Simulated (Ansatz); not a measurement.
# B on Pd(111): change of the work function, part 4 of 4

Wanted: Δφ(θ) for B/Pd(111), starting from the fcc site.

Ansatz 0.2.0; plane-wave DFT, PBE, Ansatz PAW.

So far, work function, upper face (eV): step 2 (the clean slab) 5.27; step 3 (37 atoms, coverage 0.111 ML, cell 3x3) 5.33; step 4 (17 atoms, coverage 0.25 ML, cell 2x2) 5.40.

### Step 5. Adsorbate added, k-mesh 6×6×1, coverage 0.5 ML (continued)

The density of states has structure finer than the step of the table below, so its rows give means over 0.5 eV. Peaks (eV: height): -4.06: 44.4, -3.58: 68.5, -2.95: 48.0, -2.77: 50.8, -2.50: 46.0, -2.23: 49.5, -1.26: 45.0.

The density of states by energy, zero at the Fermi level; means over each step:

| energy (eV) | density of states (states/eV a cell) |
| --- | --- |
| -7.5 | 0.992 |
| -7.0 | 0 |
| -6.5 | 0.345 |
| -6.0 | 2.09 |
| -5.5 | 7.73 |
| -5.0 | 13.2 |
| -4.5 | 32.2 |
| -4.0 | 32.1 |
| -3.5 | 27.6 |
| -3.0 | 31.2 |
| -2.5 | 37.2 |
| -2.0 | 33.8 |
| -1.5 | 30.6 |
| -1.0 | 30.4 |
| -0.5 | 30.8 |
| 0.0 | 25.4 |
| 0.5 | 5.18 |
| 1.0 | 6.88 |
| 1.5 | 6.56 |

The relaxation took 6 steps and lowered the energy by 2.0 eV; the largest force on the free atoms ends at 0.0018 eV/Å.

The covered face has 5.04 eV, -0.22 eV against the clean one; the bare back face has moved by -0.02 eV, a measure of how thin the slab is.

### Step 6. The covered slab, k-mesh 12×12×1, coverage 1 ML

System of this step: BPd4 (B/Pd(111)). The cell holds 5 atoms: 4 Pd and 1 B. Cell: a = 2.751 Å, b = 2.751 Å, c = 26.503 Å, α = 90.0°, β = 90.0°, γ = 60.0°. Vacuum lies along c.

Another coverage, to see how the dipoles act on each other as their distance changes.

The input, input.yaml:

```yaml
crystal:
  lattice:
    - [2.7506453788, 0.0, 0.0]
    - [1.3753226894, 2.3821287749, 0.0]
    - [0.0, 0.0, 26.5030578814]
  atoms:
    - { symbol: Pd, position: [0.0, 0.0, 0.3395834564] }
    - { symbol: Pd, position: [0.3333333333, 0.3333333333, 0.4243243402] }
    - { symbol: Pd, position: [0.6666666667, 0.6666666667, 0.5108800972] }
    - { symbol: Pd, position: [0.0, 0.0, 0.5978034842] }
    - { symbol: B, position: [0.3333333333, 0.3333333333, 0.6604165436] }
kpoints:
  mp_grid: { grid: [12, 12, 1] }
hamiltonian:
  xc: pbe
scf:
  occupations: { method: fermi_dirac, width: 0.1 }
  convergence: { dr2_threshold: 1.0e-08 }
efield:
  axis: 3
  dipole_correction: true
  ramp_position: 0.97
  ramp_width: 0.06
relax:
  f_tol: 0.02
  max_steps: 60
  constraints: [{ sites: [0, 1] }]
output:
  write_potential: true
  write_density: true
  volumetric_format: npy
```

Command:

```bash
$ ansatz run input.yaml --threads 4 --pin off --max-ram 16384MiB --backend cpu --events-out ev --progress --plain --runs-dir out
```

Output:

```text
[...]
Crystal: 5 atoms, lattice volume = 173.658 Å³
Basis set: ecut = 420 eV, 3395 PW (Γ), exchange–correlation on 40×40×360 points (8 copies of the dense FFT grid, shifted against one another)
Bands: 45, of which v1, the nominal top of the filled ones, is band 38 counted from 1 (37 counted from 0)
Symmetry: 6 space group operations
[...]
F+E_penalty+E_count = -28044.85618658 eV   max|allowed force component| = 9.877e-3 eV/Å
  atoms:
    - { symbol: Pd, position: [-1.480297e-17, -1.480297e-17, 0.339583] }
    - { symbol: Pd, position: [0.333333, 0.333333, 0.4243243402] }
    - { symbol: Pd, position: [0.666667, 0.666667, 0.511640] }
    - { symbol: Pd, position: [-1.480297e-17, -1.480297e-17, 0.602507] }
    - { symbol: B, position: [0.333333, 0.333333, 0.651614] }
[key lines of the parts left out:]
SCF converged after 11 iterations
Free energy (F): -28044.856187 eV
Fermi energy:    4.153365 eV
Dipole field:    D = 0.014693 V/Å  (p = 0.014101 e·Å, saw-weighted, corrected)
Work function:   Φ+ = 4.8706 eV   Φ− = 5.2600 eV
```

It took 18 s on 4 threads of Arm Neoverse V1, shared host; peak memory 0.5 GiB; 69 s of CPU time.

The steps of the relaxation:

| step | energy less that of the first step (eV) | largest force component (eV/Å) |
| --- | --- | --- |
| 1 | 0.0000 | 1.8955 |
| 2 | -0.2180 | 1.0200 |
| 3 | -0.3198 | 0.1128 |
| 4 | -0.3230 | 0.0099 |

Forces are held to the 6 operations that the program found; a distortion that breaks them can't arise in this run.

The atoms that moved most (Å):

| atom | dx | dy | dz | length |
| --- | --- | --- | --- | --- |
| B5 | 0.000 | 0.000 | -0.233 | 0.233 |
| Pd4 | 0.000 | 0.000 | 0.125 | 0.125 |
| Pd3 | 0.000 | 0.000 | 0.020 | 0.020 |

The relaxed structure:

```xyz
5
Lattice="2.7506 0.0000 0.0000 1.3753 2.3821 0.0000 0.0000 0.0000 26.5031" Properties=species:S:1:pos:R:3
Pd    0.0000    0.0000    9.0000
Pd    1.3753    0.7940   11.2459
Pd    2.7506    1.5881   13.5600
Pd    0.0000    0.0000   15.9683
B     1.3753    0.7940   17.2698
```

Running mean over 2.246 Å of the planar mean; the ramp of the sawtooth is left out. The electron's electrostatic potential energy less the Fermi level by z:

| z (Å) | electron's electrostatic potential energy less the Fermi level (eV) |
| --- | --- |
| 3.5 | 5.26 |
| 4.0 | 5.26 |
| 4.5 | 5.26 |
| 5.0 | 5.26 |
| 5.5 | 5.25 |
| 6.0 | 5.21 |
| 6.5 | 5.05 |
| 7.0 | 4.39 |
| 7.5 | 1.82 |
| 8.0 | -3.09 |
| 8.5 | -7.01 |
| 9.0 | -8.24 |
| 9.5 | -8.42 |
| 10.0 | -8.46 |
| 10.5 | -8.49 |
| 11.0 | -8.53 |
| 11.5 | -8.45 |
| 12.0 | -8.08 |
| 12.5 | -7.91 |
| 13.0 | -8.24 |
| 13.5 | -8.50 |
| 14.0 | -8.26 |
| 14.5 | -7.65 |
| 15.0 | -7.92 |
| 15.5 | -9.40 |
| 16.0 | -11.6 |
| 16.5 | -13.0 |
| 17.0 | -9.98 |
| 17.5 | -5.17 |
| 18.0 | -1.75 |
| 18.5 | 1.55 |
| 19.0 | 3.92 |
| 19.5 | 4.62 |
| 20.0 | 4.81 |
| 20.5 | 4.85 |
| 21.0 | 4.87 |
| 21.5 | 4.87 |
| 22.0 | 4.87 |
| 22.5 | 4.87 |
| 23.0 | 4.87 |

The relaxation took 4 steps and lowered the energy by 0.32 eV; the largest force on the free atoms ends at 0.0099 eV/Å.

The covered face has 4.87 eV, -0.40 eV against the clean one; the bare back face has moved by +0.01 eV, a measure of how thin the slab is.

### Step 7. Work function against coverage

This step: plane-wave DFT, PBE, Ansatz PAW; work function against coverage (Ansatz 0.2.0).

The runs are now put side by side.

This step gave:

- work function of the clean face: 5.268 eV
- largest change of the work function: -0.3976 eV

Work function of the covered face against coverage:

| coverage (adsorbates/nm²) | work function of the covered face (eV) |
| --- | --- |
| 0.00 | 5.27 |
| 1.70 | 5.33 |
| 3.82 | 5.40 |
| 7.63 | 5.04 |
| 15.26 | 4.87 |

The dipole per adsorbate comes from the change of the cell's dipole. Coverage, by row:

| coverage (1/nm²) | coverage (ML) | work function (eV) | change (eV) | dipole per adsorbate, positive end outwards (debye) | mean height of the added atoms over the highest substrate atom (Å) |
| --- | --- | --- | --- | --- | --- |
| 1.696 | 0.1111 | 5.326 | 0.05744 | -0.092 | 0.9807 |
| 3.815 | 0.25 | 5.4 | 0.1316 | -0.098 | 1.059 |
| 7.631 | 0.5 | 5.045 | -0.2237 | 0.07 | 1.092 |
| 15.26 | 1 | 4.871 | -0.3976 | 0.071 | 1.301 |

### Step 8. What came out

```
work function of the clean face                        : 5.27 eV
work function at 0.11 ML                               : 5.33 eV
work function at 0.25 ML                               : 5.40 eV
work function at 0.5 ML                                : 5.04 eV
work function at 1 ML                                  : 4.87 eV
dipole per adsorbate at 0.11 ML, positive end outwards : -0.09 D
```

At the lowest coverage B changes the work function of Pd(111) by under 0.15 eV, within the error of so thin a slab; the largest change, -0.40 eV, comes at higher coverage. The slab has 4 layers, at the tabulated experimental lattice constant, one starting site was run, and quantum-size effects of a slab this thin can reach one or two tenths of an eV.

[Long decimals in the printed logs are rounded to 6 places.]

[Logs are printed without paths, hosts, clocks, repeated set-up lines and the standing remarks that a program may print on its own settings, such as how far it seeks lower states.]

[Hosts, paths, dates, database ids (printed as entryN), source tags and the programs' standing remarks are cut or masked in the printed files.]

[Maps of the electrostatic potential energy from Ansatz leave out the sawtooth potential of an applied field or a dipole correction, so their vacuum need not be flat; planar profiles and work functions include it.]

[The density of states shown here was stored with 400 of the rows of the run's finer table, so its peaks can read low, often by over a quarter, or be missed, and its means over a window can be off by a tenth or more.]
